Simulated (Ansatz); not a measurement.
## How fast states decay through KNa2BrCl2

Wanted: the relaxed cell of KNa2BrCl2, its band edges and its decay constants. It is built by putting K for part of the Na in the Na3BrCl2 structure of space group I4/mmm, with the volume rescaled by atomic radii. The parent structure comes from the Materials Project.

Main program and level: Ansatz 0.2.0; PBE DFT, plane waves, PAW files, in the first sound run; inputs show where later runs differ.

The structure was built from a prototype and need not be the compound's stable phase.

## (1) The starting structure

The structure is tetragonal, space group I4mm (No. 107). The conventional cell has a = 4.158 Å, b = 4.158 Å, c = 17.640 Å, α = 90.00°, β = 90.00°, γ = 90.00°. Na has 5 Cl at 2.85 to 2.94 Å and 1 Br at 3.02 Å nearest. Na has 4 Br at 2.94 Å and 2 Cl at 2.96 Å nearest. Nearest to K lie 5 Cl at 2.85 to 2.94 Å and 1 Br at 3.02 Å. Nearest to Br lie 5 Na at 2.94 to 3.02 Å and 1 K at 3.02 Å. Nearest to Cl lie 2 Na at 2.85 to 2.96 Å and 4 K at 2.94 Å. Cl has 1 K at 2.85 Å and 5 Na at 2.94 to 2.96 Å nearest. It derives from Na3BrCl2. K for part of the Na in the Na3BrCl2 structure of space group I4/mmm. Farther neighbours and most contacts between anions are not listed.

## (2) Relaxing the new crystal

The substituted atoms don't fit the parent's cell, so cell and atoms relax together. A small smearing keeps the run stable in case the gap closes on the way.

input.yaml

```yaml
crystal:
  lattice:
    - [-2.0787658261, 2.0787658261, 8.8201641205]
    - [2.0787658261, -2.0787658261, 8.8201641205]
    - [2.0787658261, 2.0787658261, -8.8201641205]
  atoms:
    - { symbol: Na, position: [0.67098916, 0.67098916, 0.0] }
    - { symbol: Na, position: [0.0, 0.0, 0.0] }
    - { symbol: K, position: [0.32901084, 0.32901084, 0.0] }
    - { symbol: Br, position: [0.5, 0.5, 0.0] }
    - { symbol: Cl, position: [0.83233815, 0.83233815, 0.0] }
    - { symbol: Cl, position: [0.16766185, 0.16766185, 0.0] }
kpoints:
  mp_grid: { grid: [8, 8, 8] }
scf:
  occupations: { method: gaussian, width: 0.03 }
hamiltonian:
  xc: pbe
output:
  forces: true
  stress: true
relax:
  f_tol: 0.02
  max_steps: 60
  cell: {}
```

The run is started by

```bash
$ ansatz run input.yaml --threads 2 --pin off --max-ram 4096MiB --backend cpu --events-out ev --progress --plain --runs-dir out
```

Numbers of over 12 decimals in the logs are rounded to 6 here.

Output:

```text
basis.fft_grid_basis auto: the FFT boxes are laid along the combinations [[1, 0, 1], [0, 1, 1], [0, 0, 1]] of the cell's own vectors, 4.158, 4.158 and 9.297 Å long. The dense box has 30×30×64 points. Along the cell's own vectors, as sized, it would have 64×64×64, 4.55 times as many. Of the 8 symmetry operations that the crystal satisfies within crystal.symmetry.tolerance (time reversal apart; of a slab, those that ke [...]
Engine: ansatz 0.2.0, aarch64-unknown-linux-gnu
Pseudopotentials: kind: paw
Pseudopotential: Na, paw, valence charge 9, recommended cutoff 420 eV (normal), Na.paw.azcp
Pseudopotential: K, paw, valence charge 9, recommended cutoff 420 eV (normal), K.paw.azcp
Pseudopotential: Br, paw, valence charge 7, recommended cutoff 420 eV (normal), Br.paw.azcp
Pseudopotential: Cl, paw, valence charge 7, recommended cutoff 420 eV (normal), Cl.paw.azcp
Functional definition: PBE
  parameter kappa = 0.804
  parameter beta = 0.066725
  exchange = pbe_x(kappa = kappa, mu = beta*pi^2/3)
  correlation = pbe_c(beta = beta)
Crystal: 6 atoms, lattice volume = 152.457 Å³
Basis set: ecut = 420 eV, 3001 PW (Γ), FFT grids on a1+a3, a2+a3, a3, exchange–correlation on 60×60×128 points (8 copies of the dense FFT grid, shifted against one another)
Bands: 30, of which v1, the nominal top of the filled ones, is band 24 counted from 1 (23 counted from 0)
Symmetry: 8 space group operations
Space group: I4mm (ITA 107), of the structure as read, at distance tolerance 5.3e-5 Å
k-points: 59 of 512 (time reversal used)
Non-local potential: Na, projectors of the file, l = 0: 3, l = 1: 2, l = 2: 1
Non-local potential: K, projectors of the file, l = 0: 3, l = 1: 2, l = 2: 2
Non-local potential: Br, projectors of the file, l = 0: 2, l = 1: 2, l = 2: 2
Non-local potential: Cl, projectors of the file, l = 0: 2, l = 1: 2, l = 2: 2
PAW form: soft (Blöchl's): semilocal exchange-correlation on the pseudo side does not see the compensation charge
PAW one-centre angular grid: Na, 110 points (default); XC on 64 Gauss nodes
PAW one-centre angular grid: K, 110 points (default); XC on 64 Gauss nodes
PAW one-centre angular grid: Br, 110 points (default); XC on 64 Gauss nodes
PAW one-centre angular grid: Cl, 110 points (default); XC on 64 Gauss nodes
Initial density: superposition of atomic densities (neutral atoms: chi_scale 0, normalization atom), corrected by the library's trained network
Initial wavefunctions: pseudopotential atomic-orbital guess
Functional: x = pbe(κ = 0.804, μ = 0.219515), c = pbe(β = 0.066725)
SCF iter   1: F=—  HF=-9463.196749 eV  |F-HF|=—  |Δ(HF+E_count)|=         —  Δρ=2.98e-4  dr2=3.74e-4  ethr=1.77e-3  ⟨swp⟩=10.1  Hψ=9015  notcnv=0
preconditioner: auto → Resta (q_TF=auto, 2.250 Å⁻¹)  ε∞=2.6  [insulator: Δε(μ)=4.747 eV  Ē_g=12.928 eV  σ=0.030 eV  W_gap=1.00  n_scr=26 (ndim 8)  ℏωp=16.5 eV  f_vac=0.033  D(μ)=0.00/eV (n_scr^D=0)  ε∞_Penn≈2.6]
SCF iter   2: F=—  HF=-9463.196219 eV  |F-HF|=—  |Δ(HF+E_count)|=   5.30e-4  Δρ=2.28e-4  dr2=2.31e-4  ethr=7.79e-7  ⟨swp⟩=3.1  Hψ=4293  notcnv=0  defer=29
SCF iter   3: F=—  HF=-9463.196167 eV  |F-HF|=—  |Δ(HF+E_count)|=   5.30e-5  Δρ=9.78e-5  dr2=1.49e-5  ethr=4.81e-7  ⟨swp⟩=2.0  Hψ=2417  notcnv=0  defer=29
SCF iter   4: F=—  HF=-9463.196236 eV  |F-HF|=—  |Δ(HF+E_count)|=   6.98e-5  Δρ=3.21e-5  dr2=2.05e-6  ethr=3.10e-8  ⟨swp⟩=2.0  Hψ=2843  notcnv=0  defer=29
SCF iter   5: F=—  HF=-9463.196237 eV  |F-HF|=—  |Δ(HF+E_count)|=   5.01e-7  Δρ=1.03e-5  dr2=2.21e-7  ethr=4.27e-9  ⟨swp⟩=2.0  Hψ=2429  notcnv=0  defer=29
SCF iter   6: F=-9463.196237 eV  HF=-9463.196237 eV  |F-HF|=4.39e-9  |Δ(HF+E_count)|=   3.01e-8  Δρ=2.21e-6  dr2=9.17e-9  ethr=2.08e-10  ⟨swp⟩=5.0  Hψ=6023  notcnv=0
SCF 1 converged in 6 iterations: F = -9463.196237 eV  dr2 = 9.17e-9
  greatest PAW one-centre occupation: 0.999 electrons in one spin orbital (limit 2), on the Na atom at site 0 (counted from 0), in its partial waves of l = 0
relax step   1: F+E_penalty+E_count = -9463.19623683 eV  Δ(F+E_penalty+E_count) = +0.000e0 eV  max|allowed force component| = 5.732e-1 eV/Å  Δτ_max = 0.0000 Å  P = +2.525 GPa  Ω = 152.457 Å³  (6 SCF iters, dr2 threshold 1.00e-7 eV, accepted)
Crystal: 6 atoms, lattice volume = 164.158 Å³
Basis set: ecut = 420 eV, 3183 PW (Γ), FFT grids on a1+a3, a2+a3, a3, exchange–correlation on 60×60×128 points (8 copies of the dense FFT grid, shifted against one another)
Initial density: handed on by an earlier stage of this run
Initial wavefunctions: those handed on with the density
iter 1 solved again at ethr=9.78e-5 eV; its pass at ethr=3.10e-3 eV (dr2=4.69e-2 eV) is discarded
SCF iter   1: F=—  HF=-9463.356191 eV  |F-HF|=—  |Δ(HF+E_count)|=         —  Δρ=4.95e-3  dr2=4.79e-2  ethr=9.78e-5  ⟨swp⟩=2.2  Hψ=10707  notcnv=0
preconditioner: auto → Resta (q_TF=auto, 2.223 Å⁻¹)  ε∞=2.5  [insulator: Δε(μ)=4.445 eV  Ē_g=12.767 eV  σ=0.030 eV  W_gap=1.00  n_scr=34 (ndim 8)  ℏωp=15.9 eV  f_vac=0.060  D(μ)=0.00/eV (n_scr^D=0)  ε∞_Penn≈2.5]
SCF iter   2: F=—  HF=-9463.341437 eV  |F-HF|=—  |Δ(HF+E_count)|=   1.48e-2  Δρ=2.17e-3  dr2=7.86e-3  ethr=9.78e-5  ⟨swp⟩=2.2  Hψ=2708  notcnv=0
SCF iter   3: F=—  HF=-9463.339387 eV  |F-HF|=—  |Δ(HF+E_count)|=   2.05e-3  Δρ=6.45e-4  dr2=8.18e-4  ethr=1.64e-5  ⟨swp⟩=2.1  Hψ=2824  notcnv=0
SCF iter   4: F=—  HF=-9463.339295 eV  |F-HF|=—  |Δ(HF+E_count)|=   9.15e-5  Δρ=1.12e-4  dr2=2.12e-5  ethr=1.70e-6  ⟨swp⟩=2.6  Hψ=2925  notcnv=0
SCF iter   5: F=—  HF=-9463.339112 eV  |F-HF|=—  |Δ(HF+E_count)|=   1.83e-4  Δρ=3.83e-5  dr2=2.38e-6  ethr=4.42e-8  ⟨swp⟩=2.0  Hψ=3155  notcnv=0
SCF iter   6: F=-9463.339115 eV  HF=-9463.339115 eV  |F-HF|=6.53e-8  |Δ(HF+E_count)|=   2.83e-6  Δρ=1.05e-5  dr2=1.66e-7  ethr=1.25e-9  ⟨swp⟩=5.0  Hψ=6249  notcnv=0
SCF 2 converged in 6 iterations: F = -9463.339115 eV  dr2 = 1.66e-7
relax step   2: F+E_penalty+E_count = -9463.33911508 eV  Δ(F+E_penalty+E_count) = -1.429e-1 eV  max|allowed force component| = 2.111e-1 eV/Å  Δτ_max = 0.1810 Å  P = +0.413 GPa  Ω = 164.158 Å³  energy of the carried Pulay correction = -3.206e-4 eV  (6 SCF iters, dr2 threshold 6.00e-7 eV, accepted)
Crystal: 6 atoms, lattice volume = 167.551 Å³
Basis set: ecut = 420 eV, 3223 PW (Γ), FFT grids on a1+a3, a2+a3, a3, exchange–correlation on 60×60×128 points (8 copies of the dense FFT grid, shifted against one another)
iter 1 solved again at ethr=9.48e-5 eV; its pass at ethr=3.10e-3 eV (dr2=4.55e-2 eV) is discarded
SCF iter   1: F=—  HF=-9463.384880 eV  |F-HF|=—  |Δ(HF+E_count)|=         —  Δρ=5.16e-3  dr2=4.58e-2  ethr=9.48e-5  ⟨swp⟩=1.6  Hψ=9918  notcnv=0
preconditioner: auto → Resta (q_TF=auto, 2.215 Å⁻¹)  ε∞=2.5  [insulator: Δε(μ)=4.478 eV  Ē_g=12.696 eV  σ=0.030 eV  W_gap=1.00  n_scr=34 (ndim 8)  ℏωp=15.7 eV  f_vac=0.060  D(μ)=0.00/eV (n_scr^D=0)  ε∞_Penn≈2.5]
SCF iter   2: F=—  HF=-9463.370478 eV  |F-HF|=—  |Δ(HF+E_count)|=   1.44e-2  Δρ=2.46e-3  dr2=7.74e-3  ethr=9.48e-5  ⟨swp⟩=2.6  Hψ=2677  notcnv=0
SCF iter   3: F=—  HF=-9463.367584 eV  |F-HF|=—  |Δ(HF+E_count)|=   2.89e-3  Δρ=3.82e-4  dr2=2.44e-4  ethr=1.61e-5  ⟨swp⟩=2.0  Hψ=3325  notcnv=0
SCF iter   4: F=—  HF=-9463.367571 eV  |F-HF|=—  |Δ(HF+E_count)|=   1.27e-5  Δρ=6.44e-5  dr2=1.12e-5  ethr=5.09e-7  ⟨swp⟩=2.0  Hψ=2775  notcnv=0
SCF iter   5: F=—  HF=-9463.367575 eV  |F-HF|=—  |Δ(HF+E_count)|=   3.71e-6  Δρ=1.93e-5  dr2=6.82e-7  ethr=2.34e-8  ⟨swp⟩=3.0  Hψ=3327  notcnv=0
SCF iter   6: F=-9463.367575 eV  HF=-9463.367575 eV  |F-HF|=4.58e-8  |Δ(HF+E_count)|=   1.64e-7  Δρ=5.38e-6  dr2=4.62e-8  ethr=1.25e-9  ⟨swp⟩=4.0  Hψ=5366  notcnv=0
SCF 3 converged in 6 iterations: F = -9463.367575 eV  dr2 = 4.62e-8
relax step   3: F+E_penalty+E_count = -9463.36757499 eV  Δ(F+E_penalty+E_count) = -2.846e-2 eV  max|allowed force component| = 7.554e-2 eV/Å  Δτ_max = 0.0601 Å  P = +0.062 GPa  Ω = 167.551 Å³  energy of the carried Pulay correction = -4.093e-4 eV  (6 SCF iters, dr2 threshold 6.00e-7 eV, accepted)
[...]
relax step   4: F+E_penalty+E_count = -9463.37030547 eV  Δ(F+E_penalty+E_count) = -2.730e-3 eV  max|allowed force component| = 3.115e-2 eV/Å  Δτ_max = 0.0344 Å  P = -0.000 GPa  Ω = 168.323 Å³  energy of the carried Pulay correction = -4.292e-4 eV  (5 SCF iters, dr2 threshold 3.57e-7 eV, accepted)
[...]
relax step   5: F+E_penalty+E_count = -9463.37158158 eV  Δ(F+E_penalty+E_count) = -1.276e-3 eV  max|allowed force component| = 2.255e-2 eV/Å  Δτ_max = 0.0307 Å  P = -0.001 GPa  Ω = 168.639 Å³  energy of the carried Pulay correction = -4.373e-4 eV  (6 SCF iters, dr2 threshold 6.06e-8 eV, accepted)
[...]
relax step   6: F+E_penalty+E_count = -9463.37204011 eV  Δ(F+E_penalty+E_count) = -4.585e-4 eV  max|allowed force component| = 1.984e-2 eV/Å  Δτ_max = 0.0319 Å  P = -0.005 GPa  Ω = 168.880 Å³  energy of the carried Pulay correction = -4.435e-4 eV  (6 SCF iters, dr2 threshold 3.18e-8 eV, accepted)
Basis set: ecut = 420 eV, 3247 PW (Γ), FFT grids on a1+a3, a2+a3, a3, exchange–correlation on 60×60×144 points (8 copies of the dense FFT grid, shifted against one another)
Initial wavefunctions: pseudopotential atomic-orbital guess (no wavefunctions were taken with the density)
iter 1 solved again at ethr=1.31e-6 eV; its pass at ethr=3.10e-3 eV (dr2=6.30e-4 eV) is discarded
SCF iter   1: F=—  HF=-9463.363305 eV  |F-HF|=—  |Δ(HF+E_count)|=         —  Δρ=3.77e-4  dr2=7.50e-6  ethr=1.31e-6  ⟨swp⟩=3.0  Hψ=13257  notcnv=0
preconditioner: auto → Resta (q_TF=auto, 2.212 Å⁻¹)  ε∞=2.5  [insulator: Δε(μ)=4.456 eV  Ē_g=12.666 eV  σ=0.030 eV  W_gap=1.00  n_scr=34 (ndim 8)  ℏωp=15.7 eV  f_vac=0.060  D(μ)=0.00/eV (n_scr^D=0)  ε∞_Penn≈2.5]
SCF iter   2: F=—  HF=-9463.370174 eV  |F-HF|=—  |Δ(HF+E_count)|=   6.87e-3  Δρ=1.90e-4  dr2=1.84e-6  ethr=1.56e-8  ⟨swp⟩=2.0  Hψ=3187  notcnv=0
SCF iter   3: F=—  HF=-9463.372089 eV  |F-HF|=—  |Δ(HF+E_count)|=   1.91e-3  Δρ=7.54e-5  dr2=3.43e-7  ethr=3.84e-9  ⟨swp⟩=2.0  Hψ=3186  notcnv=0
SCF iter   4: F=—  HF=-9463.372441 eV  |F-HF|=—  |Δ(HF+E_count)|=   3.52e-4  Δρ=2.92e-6  dr2=9.33e-9  ethr=7.15e-10  ⟨swp⟩=2.0  Hψ=3186  notcnv=0
SCF iter   5: F=—  HF=-9463.372441 eV  |F-HF|=—  |Δ(HF+E_count)|=   1.88e-7  Δρ=9.13e-7  dr2=1.74e-9  ethr=1.94e-11  ⟨swp⟩=2.0  Hψ=3186  notcnv=0
SCF iter   6: F=—  HF=-9463.372441 eV  |F-HF|=—  |Δ(HF+E_count)|=   3.55e-9  Δρ=3.65e-7  dr2=4.15e-10  ethr=3.64e-12  ⟨swp⟩=2.0  Hψ=3129  notcnv=0
SCF iter   7: F=-9463.372441 eV  HF=-9463.372441 eV  |F-HF|=7.28e-12  |Δ(HF+E_count)|=  2.38e-10  Δρ=1.37e-7  dr2=5.42e-11  ethr=1.00e-12  ⟨swp⟩=3.0  Hψ=6562  notcnv=0
SCF 7 converged in 7 iterations: F = -9463.372441 eV  dr2 = 5.42e-11
relax step   7: F+E_penalty+E_count = -9463.37244074 eV  Δ(F+E_penalty+E_count) = -4.006e-4 eV  max|allowed force component| = 1.983e-2 eV/Å  Δτ_max = 0.0000 Å  P = -0.004 GPa  Ω = 168.880 Å³  stress off target by 3.22e-2 GPa  SCF on the basis re-selected at this cell (its energy is not comparable with the rows above)  (7 SCF iters)
basis re-selected at this cell: Δ(F+E_penalty+E_count) = -4.006e-4 eV, ΔP = +0.002 GPa vs the last step (what re-selecting the basis moved, of the pressure what is left beyond the Pulay correction that the steps carried, after the strain that the cell walked since its last selection, with what the two solves' SCF thresholds leave and, on support functions, any second-order correction that the steps lacked; it is no measure of the basis error at this ecutwfc). The dense FFT grid was sized anew with the basis: this SCF ran on 30×30×72 points, the steps before it on 30×30×64, so part of this shift can come from that change (see relax.cell in the input reference). [rest of the remark cut]
SCF converged after 7 iterations
Free energy (F): -9463.372441 eV
Harris-Foulkes:  -9463.372441 eV  (|F-HF|=7.28e-12)
Internal energy: -9463.372441 eV  (E = F + TS)
E sigma→0 (E₀):  -9463.372441 eV
Fermi energy:    3.038369 eV
--- Per-component energies (eV) ---
  E_band       = -621.805764
  E_kinetic    = 953.573690
  E_local      = -4036.082807  (includes V_loc(G=0)·N_el)
  E_nonlocal   = 369.748503
  E_hartree    = 1410.379679
  E_xc         = -694.267693
  E_vxc        = -615.687643  (∫ρ·V_xc dr)
  E_paw        = -4873.499339  (= ΣΔE_a)
  E_vpaw       = -114.117211  (= ΣTr[D̂ρ^β])
  E_aug_tail   = 0.000095  (compensation charges beyond the density's cutoff)
  E_ewald      = -2593.224570
  E_smearing   = -0.000000  (= −TS)
  E_closure    = -0.000000  (closes the sum)
  Σ components = -9463.372441   (vs F -9463.372441, Δ=0.00e0)
--- Forces (eV/Å), atoms counted from 1 ---
  atom   1  Na     0.00000000     0.00000000     0.00333354
  atom   2  Na     0.00000000     0.00000000     0.01374192
  atom   3  K      0.00000000     0.00000000    -0.01982908
  atom   4  Br    -0.00000000    -0.00000000    -0.00652125
  atom   5  Cl    -0.00000000     0.00000000     0.00941975
  atom   6  Cl     0.00000000    -0.00000000    -0.00016341
  max |Σ_I F_I| component: 1.85e-5 eV/Å
--- Stress (GPa, compression-positive) ---
       -0.021683       0.000000      -0.000000
        0.000000      -0.021683      -0.000000
       -0.000000       0.000000       0.032209
  P = ⅓ Tr σ = -0.0037 GPa (-0.037 kbar)
--- Relaxed structure (6 steps of the walk, 6 accepted, 1 SCFs on fresh bases) ---
  F+E_penalty+E_count = -9463.37244074 eV   max|allowed force component| = 1.983e-2 eV/Å   (the final SCF, on the basis selected at the relaxed cell)
  cell:  # Å, volume = 168.8804 Å³
    - [-2.153267, 2.153267, 9.105912]
    - [2.153267, -2.153267, 9.105912]
    - [2.153267, 2.153267, -9.105912]
  atoms:
    - { symbol: Na, position: [0.668843, 0.668843, 0] }
    - { symbol: Na, position: [0.00655025, 0.00655025, 0] }
    - { symbol: K, position: [0.329762, 0.329762, 0] }
    - { symbol: Br, position: [0.506768, 0.506768, 0] }
    - { symbol: Cl, position: [0.827604, 0.827604, 0] }
    - { symbol: Cl, position: [0.160472, 0.160472, 0] }
```

The job ended after 76 s (2 threads of Arm Neoverse V2, shared host; peak memory 0.53 GiB).

The steps of the relaxation:

| step | energy less that of the first step (eV) | largest force component (eV/Å) | pressure (GPa) | volume (Å³) |
| --- | --- | --- | --- | --- |
| 1 | 0.0000 | 0.5732 | 2.53 | 152.46 |
| 2 | -0.1429 | 0.2111 | 0.41 | 164.16 |
| 3 | -0.1713 | 0.0755 | 0.06 | 167.55 |
| 4 | -0.1741 | 0.0312 | 0.00 | 168.32 |
| 5 | -0.1753 | 0.0226 | 0.00 | 168.64 |
| 6 | -0.1758 | 0.0198 | -0.01 | 168.88 |
| 7* | -0.1762 | 0.0198 | 0.00 | 168.88 |

Relaxation steps marked * repeat the geometry before them on a plane-wave basis chosen anew for their cell, so energy and pressure can jump there.

The run keeps the 8 symmetry operations that it works with, so distortions that break them were not tested.

| conventional cell, symmetrised | before | after | change |
| --- | --- | --- | --- |
| a (Å) | 4.158 | 4.307 | +3.6 % |
| b (Å) | 4.158 | 4.307 | +3.6 % |
| c (Å) | 17.640 | 18.212 | +3.2 % |
| volume (Å³/atom) | 25.41 | 28.15 | +10.8 % |

The atoms that moved most (Å, as changes of fractional coordinates times the final cell):

| atom | dx | dy | dz | length |
| --- | --- | --- | --- | --- |
| Cl6 | 0.000 | 0.000 | -0.131 | 0.131 |
| Br4 | 0.000 | 0.000 | 0.123 | 0.123 |
| Na2 | 0.000 | 0.000 | 0.119 | 0.119 |
| Cl5 | 0.000 | 0.000 | -0.086 | 0.086 |
| Na1 | 0.000 | 0.000 | -0.039 | 0.039 |
| K3 | 0.000 | 0.000 | 0.014 | 0.014 |

Final coordinates:

```xyz
6
Lattice="-2.1533 2.1533 9.1059 2.1533 -2.1533 9.1059 2.1533 2.1533 -9.1059" Properties=species:S:1:pos:R:3 pbc="T T T"
Na    0.0000    0.0000   12.1809
Na    0.0000    0.0000    0.1193
K     0.0000    0.0000    6.0056
Br    0.0000    0.0000    9.2292
Cl    0.0000    0.0000   15.0722
Cl    0.0000    0.0000    2.9225
```

Numbers from this step:

```yaml
free_energy: -9463.3724 eV
fermi_energy: 3.038 eV
pressure: -0.003719 GPa
```

The largest force component on a free atom ends at 0.020 eV/Å.

(Part 1 of 2 ends here.)

[Logs are printed without paths, hosts, clocks, repeated set-up lines and the standing remarks that a program may print on its own settings, such as how far it seeks lower states.]

[Hosts, paths, dates, database ids (printed as entryN), source tags and the programs' standing remarks are cut or masked in the printed files.]
